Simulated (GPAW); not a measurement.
# Quasiparticle gap of WS2 (Tungstenite) in GPAW, part 2 of 2

Aim: the G0W0 gap of WS2 (Tungstenite) on LDA, step by step.

GPAW 26.7.0; LDA and many-body steps on it, plane waves. Known limits of the many-body steps: not at the basis limit; no spin-orbit coupling.

So far. Step 3 (Bands along the symmetry lines): The gap is 0.935 eV, −0.154 eV from the run before at this level. Step 4 (Empty states on the mesh, 6×6×6 mesh, 96 bands): On this mesh the gap is 0.942 eV.

### Step 5. Screening and self-energy, 6×6×6 mesh, 86 bands, screening to 80 eV

G0W0 replaces the xc potential by the self-energy, built once from these orbitals. Only a window of levels is corrected, while the sums run over the empty bands that the input names.

This step: G0W0 on LDA, plane waves, PAW.

The input, run.py:

```python
import json
import numpy as np
from gpaw.mpi import world
from gpaw.response.g0w0 import G0W0

gw = G0W0('full.gpw',
    filename='gw',
    kpts=[0, 1, 20, 31],
    bands=(11, 15),
    ecut=80,
    nbands=86,
    integrate_gamma='WS',
    ppa=True)
gw.calculate()
res = {mode: {k: v for k, v in r.items() if k != 'sigma_eskwn'}
       for mode, r in gw.all_results.items()}

if world.rank == 0:
    with open('result.json', 'w') as f:
        json.dump(res, f, default=lambda x: x.tolist())
```

Launch:

```sh
$ mpirun -n 4 gpaw python run.py
```

Numbers of over 12 decimals in the logs are rounded to 6 here.

Log:

```text
Using integrator: PointIntegrator
FrequencyGridDescriptor(from 0.000+0.000j to 0.000+27.211j eV, 2 points)
Nonperiodic BCs:  [False False False]
Using integrator: PointIntegrator
FrequencyGridDescriptor(from 0.000+0.000j to 0.000+27.211j eV, 2 points)
Nonperiodic BCs:  [False False False]
  ___  _ _ _
 |   || | | |
 | | || | | |
 |__ ||_____|
 |___|

BZ k-points: Symmetries present (total): 6

  [... matrices ...]
216 k-points: 6 x 6 x 6 Monkhorst-Pack grid + [1/12,1/12,1/12]
32 k-points in the irreducible part of the Brillouin zone
       k-points in crystal coordinates                weights
   0:     0.00000000    0.00000000    0.00000000          1/216
   1:     0.16666667    0.00000000   -0.16666667          6/216
   2:     0.16666667    0.00000000    0.00000000          6/216
   3:     0.16666667    0.16666667   -0.16666667          6/216
   4:     0.16666667    0.16666667    0.00000000          6/216
   5:     0.16666667    0.16666667    0.16666667          2/216
   6:     0.33333333   -0.16666667   -0.16666667          6/216
   7:     0.33333333    0.00000000   -0.33333333          6/216
   8:     0.33333333    0.00000000   -0.16666667         12/216
   9:     0.33333333    0.00000000    0.00000000          6/216
          ...
  31:     0.50000000    0.50000000    0.50000000          1/216

Distributing spins, k-points and bands (1 x 4 x 4) over 4 processes
Number of blocks: 1

Quasi particle states:
k-points (IBZ indices): [0, 1, 20, 31]
Band range: (11, 15)
  [... matrices ...]
Computational parameters:
Plane wave cut-off: 80 eV
Number of bands: 86
Coulomb cutoff: None
Broadening: 0.1 eV

fxc modes: GW
Kernel: RPA
Using Godby-Needs plasmon-pole approximation:
  Fitting energy: i*E0, E0 = 1.000 Hartree
Summing all q:

Calculating screened Coulomb potential
No Coulomb truncation
FrequencyGridDescriptor(from 0.000+0.000j to 0.000+27.211j eV, 2 points)
Removing empty qpoint cache files...

Calculating chi0 body with:
    Ground state adapter containing:
    Number of spins: 1
    Number of kpoints: 216
    Number of irreducible kpoints: 32
    Number of completely occupied states: 13
    Number of partially occupied states: 13
    Occupied states memory: 6.5 M / cpu

    Linear response parametrization:
    q_c: [1.3877787807814457e-17, 1.3877787807814457e-17, 1.3877787807814457e-17]
    Number of frequency points: 2
    Planewave cutoff: 80.0
    Number of bands: 86
    Number of planewaves: 87
    Broadening (eta): 1e-06
    comm.size: 4
    kncomm.size: 4
    blockcomm.size: 1

    Memory estimate of potentially large arrays:
        chi0_wGG: 0.230988 M / cpu
Integrating chi0 body.

Symmetries of q_c:
    Direct symmetries (Uq -> q): 6
    Indirect symmetries (TUq -> q): 6
In total 12 allowed symmetries.

  [... matrices ...]
32 groups of equivalent kpoints. 85.185185% reduction.

Integral kind: response function
Integrating chi0 head and wings.

Symmetries of q_c:
    Direct symmetries (Uq -> q): 6
    Indirect symmetries (TUq -> q): 6
In total 12 allowed symmetries.

  [... matrices ...]
32 groups of equivalent kpoints. 85.185185% reduction.

Integral kind: response function wings

Calculating chi0 body with:
    Ground state adapter containing:
    Number of spins: 1
    Number of kpoints: 216
    Number of irreducible kpoints: 32
    Number of completely occupied states: 13
    Number of partially occupied states: 13
[... the further q-points ...]

Results:
f:      Occupation numbers
eps:     KS-eigenvalues [eV]
vxc:     KS vxc [eV]
exx:     Exact exchange [eV]
sigma:   Self-energies [eV]
dsigma:  Self-energy derivatives
Z:       Renormalization factors
qp:      QP-energies [eV]

k-point 0 (0): (0.000, 0.000, 0.000)                GW
band       f     eps     vxc     exx   sigma  dsigma       Z      qp
                                                                   GW
  11   1.000   7.043 -16.497 -18.603   2.105  -0.266   0.790   7.043
  12   1.000   7.345 -17.166 -18.265   1.415  -0.261   0.793   7.596
  13   0.000  10.753 -18.513 -13.705  -3.578  -0.259   0.794  11.730
  14   0.000  10.753 -18.513 -13.705  -3.578  -0.259   0.794  11.730

k-point 1 (1): (0.167, 0.000, -0.167)                GW
band       f     eps     vxc     exx   sigma  dsigma       Z      qp
                                                                   GW
  11   1.000   6.845 -16.850 -19.177   2.314  -0.270   0.787   6.835
  12   1.000   7.021 -18.353 -19.527   1.600  -0.266   0.790   7.357
  13   0.000   9.535 -17.315 -13.058  -3.219  -0.249   0.800  10.365
  14   0.000  10.681 -20.046 -14.904  -3.783  -0.263   0.792  11.756

k-point 2 (20): (0.500, 0.167, -0.167)                GW
band       f     eps     vxc     exx   sigma  dsigma       Z      qp
                                                                   GW
  11   1.000   5.545 -16.892 -19.801   2.844  -0.283   0.779   5.493
  12   1.000   7.885 -18.559 -18.911   0.878  -0.258   0.795   8.302
  13   0.000   9.764 -20.253 -15.790  -3.132  -0.255   0.797  10.823
  14   0.000  11.031 -17.341 -12.157  -3.960  -0.249   0.801  12.012

k-point 3 (31): (0.500, 0.500, 0.500)                GW
band       f     eps     vxc     exx   sigma  dsigma       Z      qp
                                                                   GW
  11   1.000   6.326 -18.677 -20.262   1.948  -0.265   0.791   6.614
  12   1.000   8.593 -19.178 -19.471   0.844  -0.262   0.792   9.030
  13   0.000  10.869 -18.679 -13.819  -3.623  -0.262   0.793  11.850
  14   0.000  10.869 -18.679 -13.819  -3.623  -0.262   0.793  11.850
```

Wall time 5.1 min (4 MPI ranks of Intel Xeon 6975P-C (Granite Rapids), shared host); peak memory 2.7 GiB.

This step gave:

| Quantity | Value |
| --- | --- |
| G0W0 gap on the mesh | 1.336 eV |
| least direct G0W0 gap on the computed points | 2.521 eV |
| Z at the valence top | 0.7922 |
| Z at the conduction bottom | 0.8003 |
| starting gap on the mesh | 0.9419 eV |
| k of the valence top | 0.5, 0.5, 0.5 |
| k of the conduction bottom | 0.1667, 0, -0.1667 |

The gap on the mesh goes from 0.94 eV to 1.34 eV, a correction of +0.39 eV. The start differs from the 1.09 eV found before because the two sample other k points.

Limits: finite bands, cutoff and mesh; no spin-orbit coupling. v1 is the top filled band, c1 the lowest empty one. Levels before and after the correction, in eV, zero at the valence-band top of each column:

```
           conduction bottom  valence top
Kohn-Sham               0.94         0.00
     G0W0               1.34         0.00
```

```
                         level  energy (eV)
Kohn-Sham  (0.167 0 -0.167) v2       -1.748
Kohn-Sham  (0.167 0 -0.167) v1       -1.572
Kohn-Sham  (0.167 0 -0.167) c1        0.942
Kohn-Sham  (0.167 0 -0.167) c2        2.088
Kohn-Sham     (0.5 0.5 0.5) v2       -2.267
Kohn-Sham     (0.5 0.5 0.5) v1        0.000
Kohn-Sham  (0.5 0.5 0.5) c1-c2        2.276
     G0W0  (0.167 0 -0.167) v2       -2.195
     G0W0  (0.167 0 -0.167) v1       -1.673
     G0W0  (0.167 0 -0.167) c1        1.336
     G0W0  (0.167 0 -0.167) c2        2.727
     G0W0     (0.5 0.5 0.5) v2       -2.416
     G0W0     (0.5 0.5 0.5) v1        0.000
     G0W0  (0.5 0.5 0.5) c1-c2        2.820
```

### Step 6. Where the time went

Times are wall times on 4 MPI ranks of Intel Xeon 6975P-C (Granite Rapids), shared host, good to a factor of about two.

```
                          step     time  share  memory (GiB)
                  ground state     11 s    3 %          0.88
bands along the symmetry lines    8.7 s    3 %           0.9
      empty states on the mesh     13 s    4 %           1.4
     screening and self-energy  5.1 min   90 %           2.7
```

### Step 7. Outcome

- LDA gap: 0.94 eV, indirect
- G0W0 gap on the mesh: 1.34 eV
- GW settings: 6×6×6 mesh, 86 bands, screening to 80 eV, Godby-Needs plasmon pole
- known limits: not at the basis limit; no spin-orbit coupling

In words: G0W0 moves the gap on the mesh from 0.94 eV to 1.34 eV (+0.39 eV), with Z of 0.79 and 0.80 at the edges. The dearest step here is «screening and self-energy». Bands and cutoff are finite, so the gap is not at the basis limit. The miss can reach some tenths of an eV and take either sign; the mesh is an error of its own. These stock PAW sets were not made for GW; the filled d or f shell of W lies in the frozen core, which bears on start and correction. The many-body steps are scalar-relativistic: spin-orbit coupling is not in them.

[Paths, hosts, dates, memory and timing lines, banners, echoed tables and standing remarks are left out of the program output.]

[Logs are printed without paths, hosts, clocks, repeated set-up lines and the standing remarks that a program may print on its own settings, such as how far it seeks lower states.]

[Runs of the session that timed out or met a known fault of the program may be left out.]

[Hosts, paths, dates, database ids (printed as entryN), source tags and the programs' standing remarks are cut or masked in the printed files.]
